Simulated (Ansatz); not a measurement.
# What Mg2C (model cell, started as cuprite) distorts into, part 2 of 2

Wanted: the energy along a soft mode of Mg2C (model cell, started as cuprite) and the structure at the end.

Ansatz 0.2.0; DFT PBE, scalar-relativistic, plane waves, PAW.

So far, highest frequency on the path or at a solved wavevector (cm⁻¹): step 2 (response at finite wavevector) 626. Also lowest frequency on the path (cm⁻¹): step 2 -54.6.

The structure was built from a prototype and need not be the compound's stable phase.

**4. The mode frozen in, largest atomic shift 0.14 Å**

The atoms are moved along the unstable eigenvector, the largest shift by 0.14 Å, with the cell fixed.

Contents of input.yaml:

```yaml
crystal:
  lattice:
    - [4.8390002607, 4.8390002607, 0.0]
    - [4.8390002607, 0.0, 4.8390002607]
    - [4.8390002607, 0.0, -4.8390002607]
  atoms:
    - { symbol: C, position: [0.0, 0.0, 0.0] }
    - { symbol: C, position: [0.0, 0.5, 0.5] }
    - { symbol: C, position: [0.5, 0.25, 0.75] }
    - { symbol: C, position: [0.5, 0.75, 0.25] }
    - { symbol: Mg, position: [0.2705649, 0.1044351, 0.8747839438] }
    - { symbol: Mg, position: [0.2294351, 0.6455649, 0.3752160562] }
    - { symbol: Mg, position: [0.7294351, 0.1252160562, 0.8955649] }
    - { symbol: Mg, position: [0.7705649, 0.6247839438, 0.3544351] }
    - { symbol: Mg, position: [0.2705649, 0.625, 0.8546511561] }
    - { symbol: Mg, position: [0.2294351, 0.125, 0.3953488439] }
    - { symbol: Mg, position: [0.7294351, 0.1453488439, 0.375] }
    - { symbol: Mg, position: [0.7705649, 0.6046511561, 0.875] }
kpoints:
  mp_grid: { grid: [6, 6, 6] }
hamiltonian:
  xc: pbe
scf:
  occupations: { method: methfessel_paxton, width: 0.15 }
output:
  forces: true
  stress: true
  eigenvalues: true
```

Command:

```sh
> ansatz run input.yaml --threads 8 --pin off --max-ram 14336MiB --backend cpu --events-out ev --progress --plain --runs-dir out
```

Numbers of over 12 decimals in the logs are rounded to 6 here.

Log:

```text
[...]
Crystal: 12 atoms, lattice volume = 226.619 Å³
Basis set: ecut = 420 eV, 4477 PW (Γ), exchange–correlation on 96×96×96 points (8 copies of the dense FFT grid, shifted against one another)
Bands: 60, of which v1, the nominal top of the filled ones, is band 48 counted from 1 (47 counted from 0)
Symmetry: 8 space group operations
[...]
k-points: 46 of 216
[...]
k-point 0: bands = [... 44 lower, 2.7794, 3.7194, 4.4278, 4.4280, 4.4379, 5.1895, 5.2183, 8.3552, ... 6 higher]
  k-point 1: bands = [... 44 lower, 3.1181, 3.1418, 4.3793, 4.3842, 5.0028, 5.5583, 5.5854, 7.9443, ... 6 higher]
  k-point 2: bands = [... 44 lower, 3.4665, 3.8739, 4.1969, 4.2108, 5.7987, 6.3848, 6.4111, 7.4034, ... 6 higher]
  k-point 45: bands = [... 44 lower, 3.7942, 3.7942, 4.1367, 4.1367, 5.5494, 5.5494, 6.6712, 6.6712, ... 6 higher]
[key lines of the parts left out:]
SCF converged after 6 iterations
Free energy (F): -16386.449567 eV
Fermi energy:    4.446652 eV
P = ⅓ Tr σ = -0.3199 GPa (-3.199 kbar)
```

Wall time 3.8 s (8 threads of Arm Neoverse V1, shared host); peak memory 1.1 GiB.

This step gave:

- pressure: -0.3199 GPa
- energy from the undistorted cell: -0.447 meV/atom

The energy, extrapolated to zero smearing, is -0.45 meV/atom against the undistorted cell.

The run ends at a pressure of -0.32 GPa, with forces up to 0.0040 eV/Å.

**5. Energy along the mode, all amplitudes (two of the runs are shown above)**

An imaginary frequency means negative curvature, so the energy should fall and then rise again as anharmonic terms take over.

This step gave:

```yaml
depth_at_the_lowest_point_sampled: 0.447 meV/atom
largest_atomic_shift_at_that_point: 0.14 Å
```

The energy from the parent by largest atomic shift:

```csv
largest atomic shift (Å),energy from the parent (meV/atom)
0.000,0
0.040,-0.053
0.080,-0.194
0.140,-0.447
0.220,-0.336
0.320,2.09
0.450,13.2
```

Displacement at unit largest shift by atom:

```csv
atom,x (Å),y (Å),z (Å),size
C1,0.000,0.000,0.000,0.000
C2,0.000,0.000,0.000,0.000
C3,0.000,0.000,0.000,0.000
C4,0.000,0.000,0.000,0.000
Mg5,-0.007,0.711,-0.703,1.000
Mg6,0.007,-0.711,0.703,1.000
Mg7,0.007,-0.711,-0.703,1.000
Mg8,-0.007,0.711,0.703,1.000
Mg9,0.007,0.711,0.703,1.000
Mg10,-0.007,-0.711,-0.703,1.000
Mg11,-0.007,-0.711,0.703,1.000
Mg12,0.007,0.711,-0.703,1.000
```

The lowest of the steps tried is at 0.14 Å, 0.447 meV/atom below the parent; the bottom of the well need not coincide with a step.

**6. Relaxing from the distorted cell**

Starting from the lowest point found, all atoms and the cell are let go, so that strain and other modes of the same symmetry can join in.

Edit input.yaml of step 4 so:

```diff
@@ -28 +28,6 @@
   eigenvalues: true
+relax:
+  adjacent_minimum: "off"
+  f_tol: 0.002
+  max_steps: 120
+  cell: { stress_tol: 0.03 }
```

Log:

```text
[...]
Crystal: 12 atoms, lattice volume = 226.619 Å³
Basis set: ecut = 420 eV, 4477 PW (Γ), exchange–correlation on 96×96×96 points (8 copies of the dense FFT grid, shifted against one another)
Bands: 60, of which v1, the nominal top of the filled ones, is band 48 counted from 1 (47 counted from 0)
Symmetry: 8 space group operations
[...]
k-points: 46 of 216
[...]
SCF iter   1: F=—  HF=-16386.455694 eV  |F-HF|=—  |Δ(HF+E_count)|=         —  Δρ=3.01e-3  dr2=3.87e-2  ethr=1.77e-3  ⟨swp⟩=6.9  Hψ=11849  notcnv=0
[...]
SCF iter   6: F=-16386.449567 eV  HF=-16386.449567 eV  |F-HF|=8.00e-10  |Δ(HF+E_count)|=   1.21e-7  S|Δr|=    0.00e0  Δρ=2.34e-6  dr2=6.99e-9  ethr=1.04e-10  ⟨swp⟩=8.7  Hψ=11295  notcnv=0
SCF 1 converged in 6 iterations: F = -16386.449567 eV  dr2 = 6.99e-9
[...]
relax step   1: F+E_penalty+E_count = -16386.44956716 eV  Δ(F+E_penalty+E_count) = +0.000e0 eV  max|allowed force component| = 2.942e-3 eV/Å  Δτ_max = 0.0000 Å  P = -0.320 GPa  Ω = 226.619 Å³  (6 SCF iters, dr2 threshold 1.00e-7 eV, accepted)
Crystal: 12 atoms, lattice volume = 225.683 Å³
Basis set: ecut = 420 eV, 4413 PW (Γ), exchange–correlation on 96×96×96 points (8 copies of the dense FFT grid, shifted against one another)
[...]
SCF iter   4: F=-16386.458572 eV  HF=-16386.458572 eV  |F-HF|=2.12e-7  |Δ(HF+E_count)|=   5.92e-6  S|Δr|=    0.00e0  Δρ=1.44e-5  dr2=4.61e-7  ethr=6.92e-10  ⟨swp⟩=4.6  Hψ=12395  notcnv=0
SCF 2 converged in 4 iterations: F = -16386.458572 eV  dr2 = 4.61e-7
relax step   2: F+E_penalty+E_count = -16386.45857193 eV  Δ(F+E_penalty+E_count) = -9.005e-3 eV  max|allowed force component| = 1.357e-2 eV/Å  Δτ_max = 0.0037 Å  P = -0.101 GPa  Ω = 225.683 Å³  energy of the carried Pulay correction = +5.190e-4 eV  (4 SCF iters, dr2 threshold 6.65e-7 eV, accepted)
Crystal: 12 atoms, lattice volume = 221.209 Å³
Basis set: ecut = 420 eV, 4297 PW (Γ), exchange–correlation on 96×96×96 points (8 copies of the dense FFT grid, shifted against one another)
[...]
SCF iter   7: F=-16386.551301 eV  HF=-16386.551301 eV  |F-HF|=9.27e-9  |Δ(HF+E_count)|=   8.74e-8  S|Δr|=    0.00e0  Δρ=4.45e-6  dr2=5.24e-8  ethr=2.58e-10  ⟨swp⟩=5.4  Hψ=9185  notcnv=0
SCF 3 converged in 7 iterations: F = -16386.551301 eV  dr2 = 5.24e-8
relax step   3: F+E_penalty+E_count = -16386.55130113 eV  Δ(F+E_penalty+E_count) = -9.273e-2 eV  max|allowed force component| = 9.708e-2 eV/Å  Δτ_max = 0.0572 Å  P = +0.483 GPa  Ω = 221.209 Å³  energy of the carried Pulay correction = +3.028e-3 eV  (7 SCF iters, dr2 threshold 2.48e-7 eV, accepted)
[... from here on, the SCF cycles and remarks between the steps are left out ...]
relax step   4: F+E_penalty+E_count = -16386.78756961 eV  Δ(F+E_penalty+E_count) = -2.363e-1 eV  max|allowed force component| = 2.339e-1 eV/Å  Δτ_max = 0.1037 Å  P = +0.545 GPa  Ω = 215.364 Å³  energy of the carried Pulay correction = +6.383e-3 eV  (6 SCF iters, dr2 threshold 1.20e-6 eV, accepted)
relax step   5: F+E_penalty+E_count = -16387.44917681 eV  Δ(F+E_penalty+E_count) = -6.616e-1 eV  max|allowed force component| = 4.486e-1 eV/Å  Δτ_max = 0.1916 Å  P = +0.498 GPa  Ω = 203.920 Å³  energy of the carried Pulay correction = +1.322e-2 eV  (6 SCF iters, dr2 threshold 1.20e-6 eV, accepted)
relax step   6: F+E_penalty+E_count = -16388.37380239 eV  Δ(F+E_penalty+E_count) = -9.246e-1 eV  max|allowed force component| = 4.826e-1 eV/Å  Δτ_max = 0.1987 Å  P = +0.019 GPa  Ω = 195.089 Å³  energy of the carried Pulay correction = +1.874e-2 eV  (7 SCF iters, dr2 threshold 1.20e-6 eV, accepted)
relax step   7: F+E_penalty+E_count = -16389.33242329 eV  Δ(F+E_penalty+E_count) = -9.586e-1 eV  max|allowed force component| = 5.078e-1 eV/Å  Δτ_max = 0.1948 Å  P = +0.428 GPa  Ω = 182.880 Å³  energy of the carried Pulay correction = +2.678e-2 eV  (5 SCF iters, dr2 threshold 1.20e-6 eV, accepted)
relax step   8: F+E_penalty+E_count = -16390.08079559 eV  Δ(F+E_penalty+E_count) = -7.484e-1 eV  max|allowed force component| = 3.264e-1 eV/Å  Δτ_max = 0.1919 Å  P = -0.956 GPa  Ω = 178.075 Å³  energy of the carried Pulay correction = +3.008e-2 eV  (5 SCF iters, dr2 threshold 1.20e-6 eV, accepted)
relax step   9: F+E_penalty+E_count = -16390.50935523 eV  Δ(F+E_penalty+E_count) = -4.286e-1 eV  max|allowed force component| = 2.706e-1 eV/Å  Δτ_max = 0.1952 Å  P = +0.420 GPa  Ω = 167.573 Å³  energy of the carried Pulay correction = +3.756e-2 eV  (6 SCF iters, dr2 threshold 1.20e-6 eV, accepted)
relax step  10: F+E_penalty+E_count = -16390.94299116 eV  Δ(F+E_penalty+E_count) = -4.336e-1 eV  max|allowed force component| = 1.228e-1 eV/Å  Δτ_max = 0.2000 Å  P = +1.316 GPa  Ω = 162.102 Å³  energy of the carried Pulay correction = +4.162e-2 eV  (6 SCF iters, dr2 threshold 1.20e-6 eV, accepted)
relax step  11: F+E_penalty+E_count = -16390.70021935 eV  Δ(F+E_penalty+E_count) = +2.428e-1 eV  max|allowed force component| = 1.975e-1 eV/Å  Δτ_max = 0.1907 Å  P = -6.666 GPa  Ω = 177.505 Å³  energy of the carried Pulay correction = +3.047e-2 eV  (7 SCF iters, dr2 threshold 1.20e-6 eV, rejected (line search))
relax step  12: F+E_penalty+E_count = -16391.03104760 eV  Δ(F+E_penalty+E_count) = -8.806e-2 eV  max|allowed force component| = 7.157e-2 eV/Å  Δτ_max = 0.0930 Å  P = -0.208 GPa  Ω = 163.708 Å³  energy of the carried Pulay correction = +4.042e-2 eV  (10 SCF iters, accepted)
relax step  13: F+E_penalty+E_count = -16391.06470596 eV  Δ(F+E_penalty+E_count) = -3.366e-2 eV  max|allowed force component| = 1.775e-2 eV/Å  Δτ_max = 0.1000 Å  P = +0.029 GPa  Ω = 162.680 Å³  energy of the carried Pulay correction = +4.119e-2 eV  (5 SCF iters, dr2 threshold 6.12e-7 eV, accepted)
relax step  14: F+E_penalty+E_count = -16391.06754351 eV  Δ(F+E_penalty+E_count) = -2.838e-3 eV  max|allowed force component| = 3.247e-3 eV/Å  Δτ_max = 0.0333 Å  P = -0.000 GPa  Ω = 162.675 Å³  energy of the carried Pulay correction = +4.119e-2 eV  (6 SCF iters, dr2 threshold 3.58e-8 eV, accepted)
relax step  15: F+E_penalty+E_count = -16391.06766234 eV  Δ(F+E_penalty+E_count) = -1.188e-4 eV  max|allowed force component| = 3.775e-4 eV/Å  Δτ_max = 0.0079 Å  P = +0.010 GPa  Ω = 162.655 Å³  energy of the carried Pulay correction = +4.121e-2 eV  (6 SCF iters, dr2 threshold 6.59e-10 eV, accepted)
relax step  16: F+E_penalty+E_count = -16391.07462783 eV  Δ(F+E_penalty+E_count) = -6.965e-3 eV  max|allowed force component| = 3.771e-4 eV/Å  Δτ_max = 0.0000 Å  P = +0.060 GPa  Ω = 162.655 Å³  stress off target by 3.26e-1 GPa  SCF on the basis re-selected at this cell (its energy is not comparable with the rows above)  (6 SCF iters)
relax step  17: F+E_penalty+E_count = -16391.07463402 eV  Δ(F+E_penalty+E_count) = -6.183e-6 eV  max|allowed force component| = 1.061e-3 eV/Å  Δτ_max = 0.0003 Å  P = -0.045 GPa  Ω = 162.840 Å³  energy of the carried Pulay correction = -1.591e-4 eV  (4 SCF iters, dr2 threshold 2.66e-7 eV, accepted)
relax step  18: F+E_penalty+E_count = -16391.07475230 eV  Δ(F+E_penalty+E_count) = -1.183e-4 eV  max|allowed force component| = 8.951e-5 eV/Å  Δτ_max = 0.0003 Å  P = +0.000 GPa  Ω = 162.761 Å³  energy of the carried Pulay correction = -9.068e-5 eV  (4 SCF iters, dr2 threshold 6.60e-8 eV, accepted)
[...]
SCF iter   5: F=-16391.074853 eV  HF=-16391.074853 eV  |F-HF|=7.28e-12  |Δ(HF+E_count)|=  4.73e-11  S|Δr|=    0.00e0  Δρ=7.91e-8  dr2=9.54e-12  ethr=1.00e-12  ⟨swp⟩=7.3  Hψ=9560  notcnv=0
SCF 19 converged in 5 iterations: F = -16391.074853 eV  dr2 = 9.54e-12
relax step  19: F+E_penalty+E_count = -16391.07485316 eV  Δ(F+E_penalty+E_count) = -1.009e-4 eV  max|allowed force component| = 1.164e-4 eV/Å  Δτ_max = 0.0000 Å  P = +0.001 GPa  Ω = 162.761 Å³  stress off target by 9.05e-4 GPa  SCF on the basis re-selected at this cell (its energy is not comparable with the rows above)  (5 SCF iters)
[...]
SCF converged after 5 iterations
[...]
Free energy (F): -16391.074853 eV
[...]
Internal energy: -16391.074901 eV  (E = F + TS)
E sigma→0 (E₀):  -16391.074865 eV
Entropy (-TS):   0.000048 eV (0.004 meV/atom)
Fermi energy:    7.928866 eV
[...]
--- Forces (eV/Å), atoms counted from 1 ---
  atom   1  C     -0.00000000    -0.00000000     0.00000000
  atom   2  C      0.00000000     0.00000000     0.00000000
  atom   3  C     -0.00000000    -0.00000000     0.00000000
  atom   4  C      0.00000000     0.00000000     0.00000000
  atom   5  Mg     0.00005987    -0.00011642    -0.00005926
  atom   6  Mg    -0.00005987     0.00011642     0.00005926
  atom   7  Mg    -0.00005987     0.00011642    -0.00005926
  atom   8  Mg     0.00005987    -0.00011642     0.00005926
  atom   9  Mg    -0.00005987    -0.00011642     0.00005926
  atom  10  Mg     0.00005987     0.00011642    -0.00005926
  atom  11  Mg     0.00005987     0.00011642     0.00005926
  atom  12  Mg    -0.00005987    -0.00011642    -0.00005926
  max |Σ_I F_I| component: 1.73e-18 eV/Å
--- Stress (GPa, compression-positive) ---
        0.000567       0.000000       0.000000
        0.000000       0.000629       0.000000
        0.000000       0.000000       0.000905
  P = ⅓ Tr σ = 0.0007 GPa (0.007 kbar)
--- Band table (eV; the first three rows and the last of 46) ---
  k-point 0: bands = [... 44 lower, 6.0282, 7.5384, 7.5384, 7.5384, 8.2832, 8.9024, 10.7181, 10.7181, ... 8 higher]
  k-point 1: bands = [... 44 lower, 5.9009, 6.6881, 7.3605, 7.4816, 8.9046, 9.7003, 10.4560, 10.6360, ... 8 higher]
  k-point 2: bands = [... 44 lower, 6.4137, 6.5699, 6.8773, 7.3102, 10.1573, 10.2237, 10.6793, 10.7122, ... 8 higher]
  k-point 45: bands = [... 44 lower, 6.6681, 6.6681, 6.6681, 6.6681, 8.2832, 8.2832, 10.3317, 10.3317, ... 8 higher]
--- Relaxed structure (17 steps of the walk, 16 accepted, 2 SCFs on fresh bases) ---
  F+E_penalty+E_count = -16391.07485316 eV   max|allowed force component| = 1.164e-4 eV/Å   (the final SCF, on the basis selected at the relaxed cell)
  cell:  # Å, volume = 162.7607 Å³
    - [5.459881, 3.860722, 0.0]
    - [5.459881, 0.0, 3.860715]
    - [5.459881, 0.0, -3.860715]
  atoms:
    - { symbol: C, position: [-7.169759795490751e-19, 4.923520963077785e-19, 2.234861039768756e-19] }
    - { symbol: C, position: [-7.169759795490763e-19, 0.5, 0.5] }
    - { symbol: C, position: [0.500000, 0.250000, 0.750000] }
    - { symbol: C, position: [0.500000, 0.75, 0.25] }
    - { symbol: Mg, position: [0.500013, -0.125012, 0.874998] }
    - { symbol: Mg, position: [-1.2505291663126627e-5, 0.875012, 0.375002] }
    - { symbol: Mg, position: [0.499987, 0.125002, 1.125012] }
    - { symbol: Mg, position: [1.000013, 0.624998, 0.124988] }
    - { symbol: Mg, position: [0.500013, 0.624999, 0.624989] }
    - { symbol: Mg, position: [-1.2505291663126806e-5, 0.125001, 0.625011] }
    - { symbol: Mg, position: [0.499987, 0.375011, 0.375001] }
    - { symbol: Mg, position: [1.000013, 0.374989, 0.874999] }
```

Wall time 87 s (8 threads); peak memory 1.1 GiB.

The steps of the relaxation:

```csv
step,energy less that of the first step (eV),largest force component (eV/Å),pressure (GPa),volume (Å³)
1,0.0000,0.0029,-0.32,226.62
2,-0.0090,0.0136,-0.10,225.68
3,-0.1017,0.0971,0.48,221.21
4,-0.3380,0.2339,0.54,215.36
5,-0.9996,0.4486,0.50,203.92
6,-1.9242,0.4826,0.02,195.09
7,-2.8829,0.5078,0.43,182.88
8,-3.6312,0.3264,-0.96,178.08
9,-4.0598,0.2706,0.42,167.57
10,-4.4934,0.1228,1.32,162.10
11,-4.2507,0.1975,-6.67,177.51
12,-4.5815,0.0716,-0.21,163.71
13,-4.6151,0.0177,0.03,162.68
14,-4.6180,0.0032,0.00,162.68
15,-4.6181,0.0004,0.01,162.66
16*,-4.6251,0.0004,0.06,162.66
17,-4.6251,0.0011,-0.04,162.84
18,-4.6252,0.0001,0.00,162.76
19*,-4.6253,0.0001,0.00,162.76
```

Relaxation steps marked * repeat the geometry before them on a plane-wave basis chosen anew for their cell, so energy and pressure can jump there. Relaxation step 11 was tried and not accepted.

Forces are held to the 8 operations that the run works with; a distortion that breaks them can't arise in this run.

```csv
cell as run,before,after,change
a (Å),6.843,6.687,-2.3 %
b (Å),6.843,6.687,-2.3 %
c (Å),6.843,6.687,-2.3 %
α (°),90.00,70.53,-21.6 %
β (°),60.00,48.19,-19.7 %
γ (°),60.00,48.19,-19.7 %
volume (Å³/atom),18.88,13.56,-28.2 %
```

The atoms that moved most (Å, as changes of fractional coordinates times the final cell):

```csv
atom,dx,dy,dz,length
Mg9,-0.001,0.886,0.887,1.253
Mg5,0.001,0.886,-0.887,1.253
Mg10,0.001,-0.886,-0.887,1.253
Mg8,0.001,0.886,0.887,1.253
Mg7,-0.001,-0.886,-0.887,1.253
Mg11,0.001,-0.886,0.887,1.253
Mg6,-0.001,-0.886,0.887,1.253
Mg12,-0.001,0.886,-0.887,1.253
```

Final coordinates:

```
C Mg
1.0
     5.45988    3.86072    0.00000
     5.45988    0.00000    3.86071
     5.45988    0.00000   -3.86071
C Mg
4 8
Direct
  0.00000 0.00000 0.00000
  0.00000 0.50000 0.50000
  0.50000 0.25000 0.75000
  0.50000 0.75000 0.25000
  0.50001 0.87499 0.87500
  0.99999 0.87501 0.37500
  0.49999 0.12500 0.12501
  0.00001 0.62500 0.12499
  0.50001 0.62500 0.62499
  0.99999 0.12500 0.62501
  0.49999 0.37501 0.37500
  0.00001 0.37499 0.87500
```

This step gave:

| Quantity | Value |
| --- | --- |
| pressure | 7.00e-4 GPa |
| volume per atom | 13.56 Å³ |
| gap on the k-mesh | 0.7447 eV |

The distorted start has space group Fddd; the relaxation ends in Fm-3m.

**7. What came out**

```json
{"unstable mode of the parent": "q = (-0.5, -0.5, -0.5), 32i cm⁻¹", "depth at the lowest point sampled": "0.447 meV/atom", "largest atomic shift at that point": "0.14 Å", "space group reached": "Fm-3m", "energy gained over the parent (first relaxation, on the mesh of the frozen mode)": "386 meV/atom", "volume per atom, phase reached": "13.6 Å³", "gap on the k-mesh, phase reached": "0.745 eV"}
```

**Reading.** Along this mode the structure falls into Fm-3m, 386 meV/atom below the parent. At the parent's cell the well is 0.447 meV/atom deep on the steps tried, with its lowest point at a shift of 0.14 Å. Relaxing atoms and cell changes the gain by +385.26 meV/atom against the lowest step (energies at zero smearing). Most of the total comes from this relaxation. The modes of the phase reached were not computed. So shallow a well is near the error of the k mesh. Of the 5 patterns followed to their end from this parent, this one ends 9.62 meV/atom above the lowest, P4_2/mnm. Each path keeps the symmetry of its pattern, so a lower phase may lie along a pattern not tried. With no gap, or one that is small against the smearing, the frequencies hang on the k mesh and the smearing, most of all near Kohn anomalies. The volume moved by more than a tenth on the k mesh of the start, so the energy gain is rough. The starting cell was built on a prototype and not taken from a measurement, so the phase need not exist.

[Logs are printed without paths, hosts, clocks, repeated set-up lines and the standing remarks that a program may print on its own settings, such as how far it seeks lower states.]

[Hosts, paths, dates, database ids (printed as entryN), source tags and the programs' standing remarks are cut or masked in the printed files.]
